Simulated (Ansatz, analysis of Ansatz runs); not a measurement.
**Substitutional P in diamond: charge-transition level against experiment**

How near does this set-up come to the measured charge-transition level? Subject: substitutional P in diamond. Set-up: PBE, 64-site cell, PBE lattice, 420 eV, k: the zone centre alone. The model is a cell of 64 host atoms with 1 C taken out and 1 P put in. The level is the Fermi energy at which two charge states have equal formation energy, after a correction for the images of the charge. This set-up takes another sampling or smearing than the usual one for this cell.

What was measured. (+1/0) level below the conduction-band bottom: 0.6 eV, by known donor activation energy used as empirical marker; method not stated in the paper (quoted in “Hunting the elusive shallow n-type donor – An ab initio study of Li and N co-doped diamond”, 2021, S. Conejeros et al., quoting earlier work (2000)). (+1/0) level below the conduction-band bottom: 0.62 eV, by donor ionization energy (cited; method not stated) (quoted in “Phosphorescence and donor-acceptor pair recombination in laboratory-grown diamonds”, 2023, Jiahui Zhao et al., quoting earlier work (2013)). The runs below try to reproduce this.

Program: Ansatz 0.2.0. Level of theory: plane-wave PAW DFT, PBE; relaxation of all atoms of a defect supercell. Results are calculated unless marked as measured.

## Step 1: The structure

The cell holds 64 atoms: 63 C and 1 P. Its edges and angles: a = 7.143 Å, b = 7.143 Å, c = 7.143 Å, α = 90.0°, β = 90.0°, γ = 90.0°. It derives from C (space group Fd-3m). Nearest the centre at fractional (0.375, 0.375, 0.375): P8 at 0.00 Å, C27 at 1.55 Å, C49 at 1.55 Å, C42 at 1.55 Å, C4 at 1.55 Å, C53 at 2.53 Å, C46 at 2.53 Å, C31 at 2.53 Å. The cell carries charge +1.

The host's primitive cell comes from a first run (plane-wave PAW DFT, PBE; relaxation of the host's cell and atoms): vectors of 2.525, 2.525 and 2.525 Å. That is 5.69 Å³ an atom, 0.4 % over the diffraction cell's volume. The supercell is built on it.

## Step 2: Relaxation, charge +1

Every later number rests on the structure around the defect, so the atoms are relaxed at the host's lattice first.

relax0/input.yaml

```yaml
relax:
  f_tol: 0.02
  max_steps: 80
  random_displacement: { amplitude: 0.05, seed: 626 }
crystal:
  lattice:
    - [7.14316351, 0.0, 0.0]
    - [0.0, 7.14316351, 0.0]
    - [0.0, 0.0, 7.14316351]
  atoms:
    - { symbol: C, position: [0.0, 0.0, 0.25] }
    - { symbol: C, position: [0.0, 0.25, 0.0] }
    - { symbol: C, position: [0.25, 0.0, 0.0] }
    - { symbol: C, position: [0.25, 0.25, 0.25] }
    - { symbol: C, position: [0.125, 0.125, 0.375] }
    - { symbol: C, position: [0.125, 0.375, 0.125] }
    - { symbol: C, position: [0.375, 0.125, 0.125] }
    - { symbol: P, position: [0.375, 0.375, 0.375] }
    - { symbol: C, position: [0.0, 0.0, 0.75] }
    - { symbol: C, position: [0.0, 0.25, 0.5] }
    - { symbol: C, position: [0.25, 0.0, 0.5] }
    - { symbol: C, position: [0.25, 0.25, 0.75] }
    - { symbol: C, position: [0.125, 0.125, 0.875] }
    - { symbol: C, position: [0.125, 0.375, 0.625] }
    - { symbol: C, position: [0.375, 0.125, 0.625] }
    - { symbol: C, position: [0.375, 0.375, 0.875] }
    - { symbol: C, position: [0.0, 0.5, 0.25] }
    - { symbol: C, position: [0.0, 0.75, 0.0] }
    - { symbol: C, position: [0.25, 0.5, 0.0] }
    - { symbol: C, position: [0.25, 0.75, 0.25] }
    - { symbol: C, position: [0.125, 0.625, 0.375] }
    - { symbol: C, position: [0.125, 0.875, 0.125] }
    - { symbol: C, position: [0.375, 0.625, 0.125] }
    - { symbol: C, position: [0.375, 0.875, 0.375] }
    - { symbol: C, position: [0.0, 0.5, 0.75] }
    - { symbol: C, position: [0.0, 0.75, 0.5] }
    - { symbol: C, position: [0.25, 0.5, 0.5] }
    - { symbol: C, position: [0.25, 0.75, 0.75] }
    - { symbol: C, position: [0.125, 0.625, 0.875] }
    - { symbol: C, position: [0.125, 0.875, 0.625] }
    - { symbol: C, position: [0.375, 0.625, 0.625] }
    - { symbol: C, position: [0.375, 0.875, 0.875] }
    - { symbol: C, position: [0.5, 0.0, 0.25] }
    - { symbol: C, position: [0.5, 0.25, 0.0] }
    - { symbol: C, position: [0.75, 0.0, 0.0] }
    - { symbol: C, position: [0.75, 0.25, 0.25] }
    - { symbol: C, position: [0.625, 0.125, 0.375] }
    - { symbol: C, position: [0.625, 0.375, 0.125] }
    - { symbol: C, position: [0.875, 0.125, 0.125] }
    - { symbol: C, position: [0.875, 0.375, 0.375] }
    - { symbol: C, position: [0.5, 0.0, 0.75] }
    - { symbol: C, position: [0.5, 0.25, 0.5] }
    - { symbol: C, position: [0.75, 0.0, 0.5] }
    - { symbol: C, position: [0.75, 0.25, 0.75] }
    - { symbol: C, position: [0.625, 0.125, 0.875] }
    - { symbol: C, position: [0.625, 0.375, 0.625] }
    - { symbol: C, position: [0.875, 0.125, 0.625] }
    - { symbol: C, position: [0.875, 0.375, 0.875] }
    - { symbol: C, position: [0.5, 0.5, 0.25] }
    - { symbol: C, position: [0.5, 0.75, 0.0] }
    - { symbol: C, position: [0.75, 0.5, 0.0] }
    - { symbol: C, position: [0.75, 0.75, 0.25] }
    - { symbol: C, position: [0.625, 0.625, 0.375] }
    - { symbol: C, position: [0.625, 0.875, 0.125] }
    - { symbol: C, position: [0.875, 0.625, 0.125] }
    - { symbol: C, position: [0.875, 0.875, 0.375] }
    - { symbol: C, position: [0.5, 0.5, 0.75] }
    - { symbol: C, position: [0.5, 0.75, 0.5] }
    - { symbol: C, position: [0.75, 0.5, 0.5] }
    - { symbol: C, position: [0.75, 0.75, 0.75] }
    - { symbol: C, position: [0.625, 0.625, 0.875] }
    - { symbol: C, position: [0.625, 0.875, 0.625] }
    - { symbol: C, position: [0.875, 0.625, 0.625] }
    - { symbol: C, position: [0.875, 0.875, 0.875] }
  host:
    repeats: [2, 2, 2]
    atoms:
      - { symbol: C, position: [0.0, 0.0, 0.5] }
      - { symbol: C, position: [0.0, 0.5, 0.0] }
      # ... 6 more atoms of the perfect host
total_charge: 1
basis:
  ecutwfc: 420
  xc_grid: 2
hamiltonian:
  xc: pbe
kpoints:
  mp_grid: { grid: [1, 1, 1] }
scf:
  occupations: { method: fermi_dirac, width: 0.01 }
  max_iter: 120
output:
  forces: true
  charged_corrections:
    epsilon: 5.85
    static_epsilon: 5.85
    defect_position: [0.375, 0.375, 0.375]
  eigenvalues: true
checkpoint:
  write: "../relax0.run"
  compress: false
  write_wavefunctions: true
  write_every: 100000
```

The run is started by

```
$ ansatz run input.yaml --threads 2 --pin off --max-ram 3768MiB --backend cpu --events-out ev --progress --plain --runs-dir out
```

Numbers of over 12 decimals in the logs are rounded to 6 here.

The log of the run:

```text
[... repeated set-up lines and file paths are left out, and long positions are rounded to six places ...]
Engine: ansatz 0.2.0, x86_64-unknown-linux-gnu
Pseudopotentials: kind: paw
Pseudopotential: C, paw, valence charge 4, recommended cutoff 420 eV (normal), C.paw.azcp
Pseudopotential: P, paw, valence charge 5, recommended cutoff 420 eV (normal), P.paw.azcp
Functional definition: PBE
  parameter kappa = 0.804
  parameter beta = 0.066725
  exchange = pbe_x(kappa = kappa, mu = beta*pi^2/3)
  correlation = pbe_c(beta = beta)
Crystal: 64 atoms, lattice volume = 364.478 Å³
Basis set: ecut = 420 eV, 7123 PW (Γ), exchange–correlation on 96×96×96 points (8 copies of the dense FFT grid, shifted against one another)
Bands: 192, of which v1, the nominal top of the filled ones, is band 128 counted from 1 (127 counted from 0)
Symmetry: 1 space group operations
k-points: 1
Non-local potential: C, projectors of the file, l = 0: 2, l = 1: 2, l = 2: 1
Non-local potential: P, projectors of the file, l = 0: 2, l = 1: 2, l = 2: 2
PAW form: soft (Blöchl's): semilocal exchange-correlation on the pseudo side does not see the compensation charge
PAW one-centre angular grid: C, 110 points (default); XC on 64 Gauss nodes
PAW one-centre angular grid: P, 110 points (default); XC on 64 Gauss nodes
Initial density: superposition of atomic densities (neutral atoms scaled as one to the charged cell's electrons: chi_scale 0, normalization atom), corrected by the library's trained network
Initial wavefunctions: pseudopotential atomic-orbital guess
Functional: x = pbe(κ = 0.804, μ = 0.219515), c = pbe(β = 0.066725)
SCF iter   1: F=—  HF=-16554.318207 eV  |F-HF|=—  |Δ(HF+E_count)|=         —  Δρ=8.53e-3  dr2=5.14e-1  ethr=1.77e-3  ⟨swp⟩=6.0  Hψ=859  notcnv=0  defer=27
preconditioner: auto → Resta (q_TF=auto, 2.572 Å⁻¹)  ε∞=4.4  [insulator: Δε(μ)=3.582 eV  Ē_g=16.959 eV  σ=0.010 eV  W_gap=1.00  n_scr=92 (ndim 8)  ℏωp=31.1 eV  f_vac=0.000  D(μ)=0.00/eV (n_scr^D=0)  ε∞_Penn≈4.4]
SCF iter   2: F=—  HF=-16554.196711 eV  |F-HF|=—  |Δ(HF+E_count)|=   1.21e-1  Δρ=4.63e-3  dr2=8.61e-2  ethr=2.01e-4  ⟨swp⟩=2.0  Hψ=267  notcnv=0  defer=59
SCF iter   3: F=—  HF=-16554.169178 eV  |F-HF|=—  |Δ(HF+E_count)|=   2.75e-2  Δρ=1.15e-3  dr2=3.83e-3  ethr=3.36e-5  ⟨swp⟩=3.0  Hψ=240  notcnv=0  defer=59
SCF iter   4: F=—  HF=-16554.169234 eV  |F-HF|=—  |Δ(HF+E_count)|=   5.59e-5  Δρ=2.86e-4  dr2=2.02e-4  ethr=1.49e-6  ⟨swp⟩=2.0  Hψ=324  notcnv=0  defer=59
SCF iter   5: F=—  HF=-16554.169251 eV  |F-HF|=—  |Δ(HF+E_count)|=   1.65e-5  Δρ=8.88e-5  dr2=1.82e-5  ethr=7.90e-8  ⟨swp⟩=2.0  Hψ=261  notcnv=0  defer=59
SCF iter   6: F=-16554.169260 eV  HF=-16554.169260 eV  |F-HF|=7.77e-8  |Δ(HF+E_count)|=   9.18e-6  Δρ=2.27e-5  dr2=1.26e-6  ethr=3.91e-9  ⟨swp⟩=21.0  Hψ=1253  notcnv=0
SCF 1 converged in 6 iterations: F = -16554.169260 eV  dr2 = 1.26e-6
  greatest PAW one-centre occupation: 0.845 electrons in one spin orbital (limit 2), on the P atom at site 7 (counted from 0), in its partial waves of l = 0
relax step   1: F+E_penalty+E_count = -16554.16925995 eV  Δ(F+E_penalty+E_count) = +0.000e0 eV  max|allowed force component| = 8.743e0 eV/Å  Δτ_max = 0.0000 Å  (6 SCF iters, dr2 threshold 1.00e-5 eV, accepted)
[... the SCF cycles and remarks between the steps are left out from here to the last step ...]
relax step   2: F+E_penalty+E_count = -16560.02547077 eV  Δ(F+E_penalty+E_count) = -5.856e0 eV  max|allowed force component| = 3.764e0 eV/Å  Δτ_max = 0.0987 Å  (5 SCF iters, dr2 threshold 1.00e-4 eV, accepted)
relax step   3: F+E_penalty+E_count = -16561.49941472 eV  Δ(F+E_penalty+E_count) = -1.474e0 eV  max|allowed force component| = 1.032e-1 eV/Å  Δτ_max = 0.1016 Å  (5 SCF iters, dr2 threshold 1.00e-4 eV, accepted)
relax step   4: F+E_penalty+E_count = -16561.50289229 eV  Δ(F+E_penalty+E_count) = -3.478e-3 eV  max|allowed force component| = 7.139e-3 eV/Å  Δτ_max = 0.0039 Å  (4 SCF iters, dr2 threshold 6.65e-7 eV, accepted)
iter 1 solved again at ethr=2.51e-10 eV; its pass at ethr=3.10e-3 eV (dr2=6.43e-7 eV) is discarded
SCF iter   1: F=—  HF=-16561.501365 eV  |F-HF|=—  |Δ(HF+E_count)|=         —  Δρ=1.47e-5  dr2=6.44e-7  ethr=2.51e-10  ⟨swp⟩=1.0  Hψ=534  notcnv=0
SCF iter   2: F=—  HF=-16561.502892 eV  |F-HF|=—  |Δ(HF+E_count)|=   1.53e-3  Δρ=8.43e-6  dr2=1.93e-7  ethr=2.51e-10  ⟨swp⟩=2.0  Hψ=261  notcnv=0
SCF iter   3: F=-16561.502892 eV  HF=-16561.502892 eV  |F-HF|=6.91e-10  |Δ(HF+E_count)|=   7.28e-8  Δρ=2.27e-6  dr2=1.43e-8  ethr=3.91e-11  ⟨swp⟩=4.0  Hψ=472  notcnv=0
SCF 5 converged in 3 iterations: F = -16561.502892 eV  dr2 = 1.43e-8
relax step   5: F+E_penalty+E_count = -16561.50289247 eV  Δ(F+E_penalty+E_count) = -1.840e-7 eV  max|allowed force component| = 7.051e-3 eV/Å  Δτ_max = 0.0000 Å  (3 SCF iters, accepted)
SCF converged after 3 iterations
Free energy (F): -16561.502892 eV
Harris-Foulkes:  -16561.502892 eV  (|F-HF|=6.91e-10)
Internal energy: -16561.502892 eV  (E = F + TS)
E sigma→0 (E₀):  -16561.502892 eV
Fermi energy:    15.511406 eV
--- Per-component energies (eV) ---
  E_band       = 1173.613643
  E_kinetic    = 5915.043666
  E_local      = -3898.350631  (includes V_loc(G=0)·N_el)
  E_nonlocal   = 1711.692005
  E_hartree    = 872.135649
  E_xc         = -3127.584161
  E_vxc        = -3867.010974  (∫ρ·V_xc dr)
  E_paw        = -6824.256082  (= ΣΔE_a)
  E_vpaw       = -432.032701  (= ΣTr[D̂ρ^β])
  E_aug_tail   = 0.000564  (compensation charges beyond the density's cutoff)
  E_ewald      = -11210.183903
  E_smearing   = -0.000000  (= −TS)
  E_closure    = 0.000000  (closes the sum)
  E_deformation_potential = 21.811005  (in the stress; not in F)
  Σ components = -16561.502892   (vs F -16561.502892, Δ=0.00e0)
--- Forces (eV/Å), atoms counted from 1 ---
  atom   1  C     -0.00269144    -0.00214825     0.00092591
  atom   2  C     -0.00157503     0.00171976    -0.00106716
  [... 1 atom left out ...]
  atom   4  C     -0.00570185    -0.00527064    -0.00300792
  atom   5  C     -0.00592884    -0.00705056    -0.00328299
  [... 1 atom left out ...]
  atom   7  C     -0.00177556    -0.00448740    -0.00524307
  atom   8  P      0.00180078     0.00149113    -0.00128832
  [... 6 atoms left out ...]
  atom  15  C      0.00184297    -0.00336010     0.00467435
  [... 5 atoms left out ...]
  atom  21  C     -0.00493725     0.00341231     0.00197513
  [... 5 atoms left out ...]
  atom  27  C     -0.00699773     0.00337291     0.00351578
  [... 3 atoms left out ...]
  atom  31  C     -0.00069124     0.00455875     0.00317202
  [... 10 atoms left out ...]
  atom  42  C      0.00595309    -0.00513802     0.00340638
  [... 6 atoms left out ...]
  atom  49  C      0.00208845     0.00416171    -0.00684855
  [... 15 atoms left out ...]
  max |Σ_I F_I| component: 9.03e-6 eV/Å
--- Charged-cell corrections in eV (Makov–Payne, q = +1.000 e, ε = 5.850) ---
  F (periodic)     = -16561.502892  (uncorrected; the corrections below are reported, never added to it)
  E_corr1          = +0.488855  (monopole, q²α_M/2εL)
  F Makov-Payne    = -16561.014037  (F + E_corr1; no measured alignment; for a localised charge, not one spread in a band: unchecked)
  no potential alignment in this run, which stands beside a crystal: run the host's input off ansatz write-host-input, and read the two finished runs by ansatz place-levels (neither reads a slab, a wire or a sheet, whose cell leaves a vacuum)
--- Band table (eV) ---
  k-point 0: bands = ["-7.9883", "-5.7654", "-5.7072", "-5.7071", [... 184 left out ...] "24.1105", "24.1105", "24.2695", "24.2696"]
--- Relaxed structure (5 steps of the walk, 5 accepted, 0 SCFs on fresh bases) ---
  F+E_penalty+E_count = -16561.50289247 eV   max|allowed force component| = 7.051e-3 eV/Å
  atoms:
    - { symbol: C, position: [-0.001604, -0.001022, 0.249196] }
    - { symbol: C, position: [-0.001615, 0.250818, -0.002667] }
    [... 1 atom left out ...]
    - { symbol: C, position: [0.238049, 0.238633, 0.236990] }
    - { symbol: C, position: [0.121283, 0.121867, 0.373767] }
    [... 1 atom left out ...]
    - { symbol: C, position: [0.374811, 0.121853, 0.120233] }
    - { symbol: P, position: [0.375233, 0.375818, 0.374203] }
    [... 6 atoms left out ...]
    - { symbol: C, position: [0.375670, 0.121844, 0.628163] }
    [... 5 atoms left out ...]
    - { symbol: C, position: [0.121277, 0.629788, 0.374624] }
    [... 5 atoms left out ...]
    - { symbol: C, position: [0.238050, 0.513022, 0.511398] }
    [... 3 atoms left out ...]
    - { symbol: C, position: [0.374806, 0.629785, 0.628170] }
    [... 10 atoms left out ...]
    - { symbol: C, position: [0.512426, 0.238619, 0.511390] }
    [... 6 atoms left out ...]
    - { symbol: C, position: [0.512442, 0.513016, 0.237017] }
    [... 15 atoms left out ...]
```

Run time: 17 s. Hardware: 2 threads of Intel Xeon Platinum 8259CL at 2.50GHz (Skylake/Cascade Lake), shared host; peak memory 0.56 GiB; 31 s of CPU time.

Relaxation path:

| step | energy less that of the first step (eV) | largest force component (eV/Å) |
| --- | --- | --- |
| 1 | 0.0000 | 8.7430 |
| 2 | -5.8562 | 3.7635 |
| 3 | -7.3302 | 0.1032 |
| 4 | -7.3336 | 0.0071 |
| 5 | -7.3336 | 0.0071 |

The atoms that moved most (Å, from the sites as typed, ahead of the random displacement, the mean shift of all atoms taken out):

```
atom      dx      dy      dz  length
 C27  -0.087   0.087   0.087   0.151
 C42   0.087  -0.087   0.087   0.151
  C4  -0.087  -0.087  -0.087   0.151
 C49   0.087   0.087  -0.087   0.151
  C6  -0.028  -0.003  -0.028   0.040
 C15   0.003  -0.028   0.028   0.040
 C53   0.028   0.028  -0.003   0.040
 C31  -0.003   0.028   0.028   0.040
```

Neighbours of P8 at the end:

```csv
atom,distance (Å)
C42,1.697
C27,1.697
C4,1.697
C49,1.697
C5,2.565
C46,2.565
C23,2.565
C14,2.565
C21,2.566
C37,2.566
C15,2.566
C31,2.566
C7,2.566
C38,2.566
C6,2.566
C53,2.566
```

This step gave:

```
free energy : -16561.5029 eV
```

The series, run alike:

| run | outcome | energy less the first (eV) | moment (μB) | time |
| --- | --- | --- | --- | --- |
| relaxation, charge +1 | converged | 0.0000 | 0.00 | 17 s |
| relaxation, charge 0 | converged | 17.3484 | 1.00 | 78 s |

The relaxation ends 115 meV an atom lower than the displaced start, with a largest force component of 0.0071 eV/Å.

## Step 3: Charge-transition levels

A charged cell feels its images and has its own zero of potential; this step corrects both and places the level between the host's band edges.

This step: place-levels on PBE runs: charge-transition levels with image-charge correction and potential alignment at the atomic sites.

levels.yaml

```yaml
host:
  run: host.relax.run
states: [relax0.run, relax1.run]
```

The run is started by

```
$ ansatz place-levels levels.yaml -- --threads 2 --pin off --max-ram 3768MiB
```

The log of the run:

```text
(+1/0) 3.317 eV above the valence edge, 0.790 eV under the conduction edge
  edges by pbe, gap 4.108 eV; the host is sampled to repeats of 7.14 Å
  the defect's cells are sampled to repeats of 7.14 Å, like sampling
  charge +1: -16560.7587 eV with its correction of +0.744 eV, at epsilon 5.85, aligned at sites: +0.2554 eV, mean over 35 atomic sites at or beyond 3.57 Å from the defect at [0.3750, 0.3750, 0.3750], with +0.000000 for the charge's moments and without [...]
  charge 0: +0.000 eV for its dipole among its images, +0.000 omitted
  of states[0] (relax0.run): how wide its charge is, is not read beside other atoms or cores, and a band state would take no correction. [...]
  of states[1] (relax1.run): its only k-point is the zone centre, where a defect's energies can be off by tenths of an eV or more: see "From the zone centre to a mesh" in the quickstart
```

The job ended after 0.12 s (2 threads).

This step gave:

```yaml
gap: 4.108 eV
```

## Step 4: Summary of results

| Property | Result |
| --- | --- |
| static dielectric constant used | 5.8 |
| band gap of the host | 4.11 eV |
| (plus 1/0) level below the conduction-band bottom | 0.79 eV |
| time of the whole chain | 1.8 min on 2 threads |

(+1/0) level below the conduction-band bottom: computed 0.79 eV, measured 0.6 eV and 0.62 eV; 0.17 eV deeper than the nearest measurement. The level is counted in a gap of 4.11 eV, and the correction is screened by a dielectric constant of 5.8 from a linear-response run on the host (PBE). The bound state has a long tail, so in cells of 64 to 216 sites the impurity band still disperses by tenths of an eV and the level moves with cell and k-points. Levels hang on the band edges, which semilocal functionals place too close together. Limits: the zone centre alone is a coarse sampling for this cell; the periodic copies of the defect are only 7.1 Å apart.

[Logs are printed without paths, hosts, clocks, repeated set-up lines and the standing remarks that a program may print on its own settings, such as how far it seeks lower states.]

[Hosts, paths, dates, database ids (printed as entryN), source tags and the programs' standing remarks are cut or masked in the printed files.]

[For some hosts the program warned that the k-mesh of the response run may be too coarse for force constants and the static dielectric constant; such warnings are not shown here.]
